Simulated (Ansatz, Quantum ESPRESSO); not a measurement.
# MgO (Periclase): from the cell to the phonon bands, part 4 of 4

Aim: the phonon dispersion of MgO (Periclase), checked by a second program.

Quantum ESPRESSO 7.5; DFT LDA, scalar-relativistic, plane waves, GBRV ultrasoft pseudopotentials.

So far. Step 9 (Modes with the sum rule): The rule moves no optical mode by more than 0.1 cm⁻¹. Step 12 (Modes along a direction of q (1 0 0)): The field moves one mode, from 410 to 716 cm⁻¹; the others stay.

The database entry behind the starting cell differs from later determinations by our own check (about 0.1 % long), so it need not match the best structure at ambient conditions.

### 14. Cross-check with Ansatz

The same cell goes through another code, with its own cutoff. The potentials differ. Its k mesh is centred on Γ.

This step: DFT LDA, scalar-relativistic, plane waves, PseudoDojo norm-conserving pseudopotentials (Ansatz 0.2.0).

input.yaml reads:

```yaml
crystal:
  lattice:
    - [-2.080749419, 0.0, 2.080749419]
    - [0.0, 2.080749419, 2.080749419]
    - [-2.080749419, 2.080749419, 0.0]
  atoms:
    - { symbol: Mg, position: [0.0, 0.0, 0.0] }
    - { symbol: O, position: [0.5, 0.5, 0.5] }
kpoints:
  mp_grid: { grid: [8, 8, 8] }
hamiltonian:
  xc: lda
  pseudopotentials: { kind: nc, accuracy: standard }
scf:
  occupations: { method: fixed }
output:
  eigenvalues: true
phonons:
  method: dfpt
  dielectric: true
  rigid_motions: translations
  qmesh: [4, 4, 4]
  temperatures: { t_max: 1000, t_step: 50 }
  qpath:
    path:
      - [[0.0, 0.0, 0.0], [0.0, 0.5, 0.5], [0.0, 0.625, 0.375]]
      - [[-0.375, 0.375, 0.0], [0.0, 0.0, 0.0], [0.0, 0.5, 0.0], [-0.25, 0.5, 0.25], [0.0, 0.5, 0.5]]
    npoints: 12
```

The run is started by

```console
ansatz run input.yaml --threads 2 --pin off --max-ram 4096MiB --backend cpu --events-out ev --progress --plain --runs-dir out
```

The program printed:

```text
Engine: ansatz 0.2.0, aarch64-unknown-linux-gnu
Pseudopotentials: kind: nc
Pseudopotential: Mg, nc, valence charge 10, recommended cutoff 1142.878222 eV (normal), Mg.nc.azcp (PseudoDojo's, or run here from an input of PseudoDojo's; its table is named by hamiltonian.pseudopotentials.accuracy)
Pseudopotential: O, nc, valence charge 6, recommended cutoff 1142.878222 eV (normal), O.nc.azcp (PseudoDojo's, or run here from an input of PseudoDojo's; its table is named by hamiltonian.pseudopotentials.accuracy)
Functional definition: SPW92
  exchange = slater_x
  correlation = pw_c
Crystal: 2 atoms, lattice volume = 18.017 Å³
Basis set: ecut = 1142.878222 eV, 1591 PW (Γ), exchange–correlation on 72×72×72 points (8 copies of the dense FFT grid, shifted against one another)
Bands: 12, of which v1, the nominal top of the filled ones, is band 8 counted from 1 (7 counted from 0)
Symmetry: 48 space group operations
k-points: 59 of 512 (irreducible under 8 space group operations, time reversal used)
Non-local potential: Mg, projectors of the file, l = 0: 2, l = 1: 2
Non-local potential: O, projectors of the file, l = 0: 2, l = 1: 2, l = 2: 1
Initial density: superposition of atomic densities (chi_scale 0.1, normalization cell, long waves kept (reshape's long-wave potential 0.00 eV rms))
Initial wavefunctions: pseudopotential atomic-orbital guess
Functional: x = slater, c = lda
SCF iter   1: F=—  HF=-2066.168515 eV  |F-HF|=—  |Δ(HF+E_count)|=         —  Δρ=9.47e-2  dr2=7.10e-1  ethr=3.10e-3  ⟨swp⟩=5.2  Hψ=3764  notcnv=0  defer=110
preconditioner: auto → none  [insulator: Δε(μ)=5.007 eV  Ē_g=18.604 eV  n_scr=8 (ndim 8)  ℏωp=24.7 eV  f_vac=0.000  ε∞_Penn≈2.8]
SCF iter   2: F=—  HF=-2065.856201 eV  |F-HF|=—  |Δ(HF+E_count)|=   3.12e-1  Δρ=3.19e-2  dr2=8.33e-2  ethr=3.10e-3  ⟨swp⟩=2.5  Hψ=1629  notcnv=0  defer=114
SCF iter   3: F=—  HF=-2065.828059 eV  |F-HF|=—  |Δ(HF+E_count)|=   2.81e-2  Δρ=7.02e-3  dr2=2.78e-3  ethr=5.20e-4  ⟨swp⟩=2.0  Hψ=1209  notcnv=0  defer=116
SCF iter   4: F=—  HF=-2065.828403 eV  |F-HF|=—  |Δ(HF+E_count)|=   3.44e-4  Δρ=3.78e-3  dr2=1.80e-3  ethr=1.74e-5  ⟨swp⟩=2.0  Hψ=1048  notcnv=0  defer=116
SCF iter   5: F=—  HF=-2065.827868 eV  |F-HF|=—  |Δ(HF+E_count)|=   5.35e-4  Δρ=2.35e-4  dr2=1.59e-6  ethr=1.13e-5  ⟨swp⟩=2.0  Hψ=1048  notcnv=0  defer=116
SCF iter   6: F=—  HF=-2065.827871 eV  |F-HF|=—  |Δ(HF+E_count)|=   3.17e-6  Δρ=5.04e-5  dr2=7.29e-8  ethr=9.92e-9  ⟨swp⟩=2.1  Hψ=927  notcnv=0  defer=32
SCF iter   7: F=—  HF=-2065.827871 eV  |F-HF|=—  |Δ(HF+E_count)|=   4.73e-8  Δρ=2.88e-6  dr2=4.16e-10  ethr=4.56e-10  ⟨swp⟩=1.3  Hψ=786  notcnv=0  defer=31
SCF iter   8: F=-2065.827871 eV  HF=-2065.827871 eV  |F-HF|=1.36e-12  |Δ(HF+E_count)|=  2.33e-10  Δρ=2.23e-7  dr2=2.51e-12  ethr=1.00e-12  ⟨swp⟩=8.4  Hψ=4131  notcnv=0
SCF 1 converged in 8 iterations: F = -2065.827871 eV  dr2 = 2.51e-12
DFPT response loops at Γ: preconditioner auto → none (the input reference at scf.mixing.eps_inf says where Resta's filter doesn't serve); β = 0.50; Broyden in place of MSR1
── the response to a field inside a basis, on 8×8×8 k-points: an SCF that follows is theirs, and a resumed run solves both again ──
Bands: 9, of which v1, the nominal top of the filled ones, is band 8 counted from 1 (7 counted from 0)
k-points: 60 of 512 (irreducible under 12 space group operations)
Initial density: handed on by an earlier stage of this run
Initial wavefunctions: pseudopotential atomic-orbital guess (no wavefunctions were taken with the density)
Eigensolver: Dense (60 Hₖ)
SCF iter   1: F=—  HF=-2065.825349 eV  |F-HF|=—  |Δ(HF+E_count)|=         —  Δρ=9.74e-5  dr2=1.48e-7  ethr=1.00e-1
preconditioner: auto → none  [insulator: Δε(μ)=5.343 eV  Ē_g=14.760 eV  n_scr=8 (ndim 8)  ℏωp=24.7 eV  f_vac=0.000  ε∞_Penn≈3.8]
SCF iter   2: F=-2065.825349 eV  HF=-2065.825349 eV  |F-HF|=1.36e-7  |Δ(HF+E_count)|=   4.03e-7  Δρ=4.87e-5  dr2=3.48e-8  ethr=9.26e-10
SCF 1 converged in 2 iterations: F = -2065.825349 eV  dr2 = 3.48e-8
DFPT response loops at Γ: mixed as the last ones told, above
NSCF: frozen V_eff on 29 k-points
NSCF: frozen V_eff on 576 k-points
DFPT response loops at q = (0, 0, 0.25) (fractional): mixed as the last ones told, above
NSCF: frozen V_eff on 300 k-points
DFPT response loops at q = (0, 0, -0.5) (fractional): mixed as the last ones told, above
NSCF: frozen V_eff on 328 k-points
DFPT response loops at q = (0, 0.25, 0.25) (fractional): mixed as the last ones told, above
NSCF: frozen V_eff on 1024 k-points
DFPT response loops at q = (0, 0.25, -0.5) (fractional): mixed as the last ones told, above
NSCF: frozen V_eff on 576 k-points
DFPT response loops at q = (0, 0.25, -0.25) (fractional): mixed as the last ones told, above
NSCF: frozen V_eff on 190 k-points
DFPT response loops at q = (0, -0.5, -0.5) (fractional): mixed as the last ones told, above
NSCF: frozen V_eff on 328 k-points
DFPT response loops at q = (0.25, -0.5, -0.25) (fractional): mixed as the last ones told, above
SCF converged after 8 iterations
Free energy (F): -2065.827871 eV
Harris-Foulkes:  -2065.827871 eV  (|F-HF|=1.36e-12)
Internal energy: -2065.827871 eV  (E = F + TS)
E sigma→0 (E₀):  -2065.827871 eV
Fermi energy:    8.144800 eV
--- Per-component energies (eV) ---
  E_band       = -289.418946
  E_kinetic    = 1230.249456
  E_local      = -1648.703242  (includes V_loc(G=0)·N_el)
  E_nonlocal   = -569.885799
  E_hartree    = 552.970483
  E_xc         = -325.425977
  E_vxc        = -407.020271  (∫ρ·V_xc dr)
  E_ewald      = -1305.032792
  E_smearing   = -0.000000  (= −TS)
  E_closure    = -0.000000  (closes the sum)
  Σ components = -2065.827871   (vs F -2065.827871, Δ=0.00e0)
--- Band table (eV; the first three rows and the last of 59) ---
  k-point 0: bands = [... 4 lower, -8.9801, 8.1448, 8.1448, 8.1448, 13.1978, 24.0439, 24.0439, 24.0439]
  k-point 1: bands = [... 4 lower, -8.7936, 7.1759, 8.0356, 8.0356, 14.0912, 22.3266, 24.4129, 24.4129]
  k-point 2: bands = [... 4 lower, -8.3063, 5.4021, 7.7842, 7.7842, 15.4861, 20.7940, 24.9157, 24.9157]
  k-point 58: bands = [... 4 lower, -7.2504, 3.8927, 6.7368, 6.7368, 17.1919, 18.2720, 21.4131, 27.3373]
--- Phonons (Γ-DFPT): 2 representative perturbations + reference, on 59 of 512 k-points (Σ response iterations 6) ---
  k mesh reduced under 8 symmetry operations, with k and −k counted as one. Each operation leaves every solved perturbation unchanged. A smaller set is not considered because the run solves the response to a homogeneous field
  ASR residual: 2.913e-4 → 0.000e0 eV/Å²; symmetrization residual: 5.979e-6 eV/Å²
  ASR residual per site (eV/Å²): 2.91e-4 1.51e-4
  Γ frequencies (cm⁻¹): 0.00 0.00 0.00 408.28 408.28 408.28
  ε∞ (high-frequency dielectric tensor):
        3.173119    -0.000000    -0.000000
       -0.000000     3.173119     0.000000
       -0.000000     0.000000     3.173119
  ε⁰ (static dielectric tensor: ions relaxed, cell fixed):
        9.774469     0.000000     0.000000
        0.000000     9.774469     0.000000
        0.000000     0.000000     9.774469
  ε⁰ − ε∞ (ionic part):
        6.601350     0.000000     0.000000
        0.000000     6.601350     0.000000
        0.000000     0.000000     6.601350
  softest optical mode at Γ: 408.28 cm⁻¹; the repairs (sum rule, projections) moved no ω² at Γ by more than (1.97 cm⁻¹)²
  Born effective charges Z* (e; rows j = field, columns β = displacement):
    site 0:
         1.97165    0.00000   -0.00000
         0.00000    1.97165    0.00000
         0.00000    0.00000    1.97165
    site 1:
        -1.97165   -0.00000    0.00000
        -0.00000   -1.97165   -0.00000
        -0.00000   -0.00000   -1.97165
  Z* charge neutrality: 2.718e-5 e pre-enforcement
  solved inside a basis spanned on kpoints, on 8×8×8 k-points, its susceptibility summed on 12×12×12: ε∞ is read to err by 6.7e-3, Z* by 1.0e-2 e (field_mesh: kpoints solves on kpoints); Z* is corrected for what the basis lacks
  optical modes at Γ without the LO–TO term, one row a degenerate level:
      ω (cm⁻¹)  modes    IR ((D/Å)²/amu)
        408.28      3            27.8871
  optical modes at Γ + LO–TO along q̂ = [1.0000, 0.0000, 0.0000]:
      ω (cm⁻¹)  modes    IR ((D/Å)²/amu)
        408.28      2            18.5914
        716.58      1             9.2957
  optical modes at Γ + LO–TO along q̂ = [0.0000, 1.0000, 0.0000]:
      ω (cm⁻¹)  modes    IR ((D/Å)²/amu)
        408.28      2            18.5914
        716.58      1             9.2957
  optical modes at Γ + LO–TO along q̂ = [0.0000, 0.0000, 1.0000]:
      ω (cm⁻¹)  modes    IR ((D/Å)²/amu)
        408.28      2            18.5914
        716.58      1             9.2957
--- Phonons (arbitrary-q DFPT): 8 irreducible q on the 4×4×4 mesh ---
  q = [0.0000, 0.0000, 0.0000] (star 1, of the zone-centre solve; hermiticity 2.02e-6, symmetrization 6.76e-15): 0.00 0.00 0.00 408.28 408.28 408.28
  q = [0.0000, 0.0000, 0.2500] (star 8, 2 solved perturbations on 288 of 512 k-point pairs; hermiticity 6.05e-7, symmetrization 2.60e-13): 187.44 187.44 329.49 397.92 397.92 682.23
  q = [0.0000, 0.0000, -0.5000] (star 4, 2 solved perturbations on 150 of 512 k-point pairs; hermiticity 2.01e-13, symmetrization 1.77e-13): 284.27 284.27 370.10 370.10 551.29 575.68
  q = [0.0000, 0.2500, 0.2500] (star 6, 4 solved perturbations in 528 linear systems a pass and spin channel, the states on 164 of 512 k-point pairs; hermiticity 7.83e-7, symmetrization 4.01e-13): 218.72 218.72 334.78 432.22 432.22 626.07
  q = [0.0000, 0.2500, -0.5000] (star 24, 4 solved perturbations in 1600 linear systems a pass and spin channel, the states on 512 of 512 k-point pairs; hermiticity 6.42e-7, symmetrization 1.18e-13): 284.93 335.81 420.27 446.60 454.36 561.29
  q = [0.0000, 0.2500, -0.2500] (star 12, 4 solved perturbations in 904 linear systems a pass and spin channel, the states on 288 of 512 k-point pairs; hermiticity 9.28e-7, symmetrization 1.93e-13): 274.78 324.10 379.26 419.29 468.43 592.68
  q = [0.0000, -0.5000, -0.5000] (star 3, 4 solved perturbations in 308 linear systems a pass and spin channel, the states on 95 of 512 k-point pairs; hermiticity 9.55e-7, symmetrization 4.41e-13): 292.49 292.49 432.97 457.10 457.10 553.39
  q = [0.2500, -0.5000, -0.2500] (star 6, 4 solved perturbations in 502 linear systems a pass and spin channel, the states on 164 of 512 k-point pairs; hermiticity 8.96e-7, symmetrization 2.53e-13): 352.88 382.30 382.30 448.91 506.18 506.18
  sum rule: each row above includes the acoustic sum rule's correction from the zone centre's row sums; it moved no ω² by more than (1.81 cm⁻¹)²
  mesh force constants: q→R imaginary residual 2.12e-18; ASR residual 2.913e-4 → 0.000e0 eV/Å²; symmetrization residual 3.553e-15 eV/Å²
  interpolated dispersion: 75 rows × 6 modes
  density of states and harmonic sums: on the 28×28×28 q-mesh, interpolated from the force constants of a 4×4×4 supercell (with the dipole–dipole term)
  largest difference from the sums on the solved wave vectors: F 7.67e-3 eV, S 1.18e-5 and C_V 3.95e-6 eV/K
  zero-point energy: 0.150190 eV/cell   skipped modes (ω ≤ 0): 3   left out of the sums: 2.28e-5 of the cell's modes: C_V's classical limit lies that fraction below 3 k_B per atom; for a crystal, a wire or a layer, F and S can be off by more, and a phonons.interpolated_qmesh denser along its periods is the remedy for the sampling
```

Wall time 5.1 min (2 threads of Arm Neoverse N1, shared host); peak memory 1 GiB.

This step gave:

```
gap on the k-mesh                                                  : 5.053 eV
sum-rule residual before enforcement                               : 2.91e-4 eV/Å²
miss of the charge sum rule                                        : 2.72e-5 e
estimated error of the dielectric tensor                           : 0.006739
estimated error of the Born charges                                : 0.01035 e
mean frequency                                                     : 403.8 cm⁻¹
Debye temperature (second moment)                                  : 780 K
logarithmic mean frequency                                         : 385.4 cm⁻¹
highest optical zone-centre mode (no LO-TO term)                   : 408.3 cm⁻¹
lowest optical zone-centre mode                                    : 408.3 cm⁻¹
mean high-frequency dielectric constant                            : 3.173
mean static dielectric constant                                    : 9.774
highest mode moved by the LO-TO term                               : 716.6 cm⁻¹
lowest mode on the q mesh (acoustic ones at the zone centre apart) : 187.4 cm⁻¹
```

Transverse modes. Lines of the infrared spectrum (strongest = 100):

```csv
position (cm⁻¹),label,"IR intensity ((D/Å)²/amu), degenerate modes summed, relative"
408,T1u,100
```

### 15. Side by side: QE GBRV and Ansatz, PseudoDojo

Numbers from this step:

| Item | Value |
| --- | --- |
| root-mean-square difference | 0.86 cm⁻¹ |
| largest difference | 1.36 cm⁻¹ |
| root-mean-square difference on the path | 0.8 cm⁻¹ |
| largest difference on the path | 1.4 cm⁻¹ |

The 12 of 45 modes that differ most. Frequencies side by side:

```
q (reciprocal lattice)  mode  QE GBRV (cm⁻¹)  Ansatz, PseudoDojo (cm⁻¹)
                 0 0 0     4           409.6                      408.3
                 0 0 0     5           409.6                      408.3
                 0 0 0     6           409.6                      408.3
              0 0 0.25     4           399.1                      397.9
              0 0 0.25     5           399.1                      397.9
           0 0.25 0.25     4           433.6                      432.2
           0 0.25 0.25     5           433.6                      432.2
           0 0.25 0.25     6           624.9                      626.1
           0 0.25 -0.5     3           421.5                      420.3
          0 0.25 -0.25     5           469.7                      468.4
           0 -0.5 -0.5     4           458.4                      457.1
           0 -0.5 -0.5     5           458.4                      457.1
```

The two runs side by side. Further quantities:

```csv
quantity,QE GBRV,"Ansatz, PseudoDojo"
mean ε∞,3.186,3.173
"largest Born charge in size (e; the first before, the second after the charge sum rule)",1.972,1.972
```

The interpolated bands of the two lie on top of each other.

At the solved wavevectors the largest difference (acoustic modes at Γ apart) is 0.2 % of the highest mode.

### 16. Outcome

| Item | Value |
| --- | --- |
| space group after relaxation | Fm-3m |
| volume per atom | 9.01 Å³ |
| gap on the k-mesh | 5.04 eV |
| highest optical zone-centre mode (no LO-TO term) | 409.7 cm⁻¹ |
| highest mode moved by the LO-TO term | 716.3 cm⁻¹ |
| mean high-frequency dielectric constant | 3.19 |
| largest Born charge in size (third of the trace) | 1.97 e |
| mean static dielectric constant | 9.74 |
| q mesh | 4×4×4 |
| lowest mode on the q mesh (acoustic ones at the zone centre apart) | 187.6 cm⁻¹ |
| zero-point energy per atom | 75.2 meV |
| heat capacity at 300 K | 18.3 J/(mol atoms K) |
| vibrational entropy at 300 K | 13.3 J/(mol atoms K) |
| imaginary modes on the q mesh | none |
| largest difference from Ansatz, PseudoDojo | 1.36 cm⁻¹ |

What this shows: MgO (Periclase) is dynamically stable on the 4×4×4 mesh; its spectrum reaches 716 cm⁻¹. At the LDA level the optical modes of MgO (Periclase) at the zone centre (no LO-TO term) lie at 410 cm⁻¹. Along the directions run, the highest mode that the macroscopic field moves lies at 716 cm⁻¹. Lattice motion raises the mean dielectric constant from 3.186 to 9.740. The Born charge of Mg is 1.971 e against a formal charge of +2, close to the ionic value. The Lyddane-Sachs-Teller relation holds: (ωLO/ωTO)² is 3.06 and ε₀/ε∞ is 3.06. QE GBRV and Ansatz, PseudoDojo differ by 0.9 cm⁻¹ in the root mean square and by 1.4 cm⁻¹ at most, 0.2 % of the highest mode compared (acoustic modes at Γ left out; ph.x's values are those before the sum rule); the two use different potentials, and the cell was not relaxed for the second set. These are harmonic frequencies at zero temperature: anharmonic shifts and linewidths and thermal expansion are left out. The LDA runs differ in the fit of the correlation energy, Perdew-Zunger in some and Perdew-Wang in others.

Calculation against experiment:

| quantity | measured | LDA GBRV ultrasoft, Quantum ESPRESSO | LDA PseudoDojo norm-conserving |
| --- | --- | --- | --- |
| lattice constant a (Å) | 4.212 | 4.161 (-1.2 %) | - |
| band gap (least gap) (eV) | 7.83 | - | 5.05 (-2.78 eV) |
| ε∞ (mean of the tensor) | 2.95 | 3.19 (+8.0 %) | 3.17 (+7.6 %) |
| infrared mode, TO phonon at Gamma (T1u) (cm⁻¹) | 396.5 | 410 (+3.3 %) | 408 (+3.0 %) |

Measured values from arxiv:1901.10525 (2019), arxiv:0908.1581 (2009) and arxiv:0704.2267 (2007).

How well it matches: The lattice constant a is off by -1.2 %: fair agreement. The band gap is off by -2.78 eV: a clear miss. Local and semilocal functionals usually give gaps below the measured ones. Zero-point and thermal motion shift the measured gap. The ε∞ is off by +8.0 % at LDA GBRV ultrasoft, Quantum ESPRESSO: fair agreement. The infrared mode is off by +3.3 % at LDA GBRV ultrasoft, Quantum ESPRESSO: fair agreement. The grades are ours: good and fair within 0.7 and 1.5 % for the lattice constant a, 7 and 18 % for the ε∞ and 3 and 7 % for the infrared mode. Zero-point motion and thermal expansion (measured at up to 295 K) are not in the computed lattice constants and infrared mode.

[Host names and launcher messages were left out of these logs when they were recorded.]

[Logs are printed without paths, hosts, clocks, repeated set-up lines and the standing remarks that a program may print on its own settings, such as how far it seeks lower states.]

[Hosts, paths, dates, database ids (printed as entryN), source tags and the programs' standing remarks are cut or masked in the printed files.]
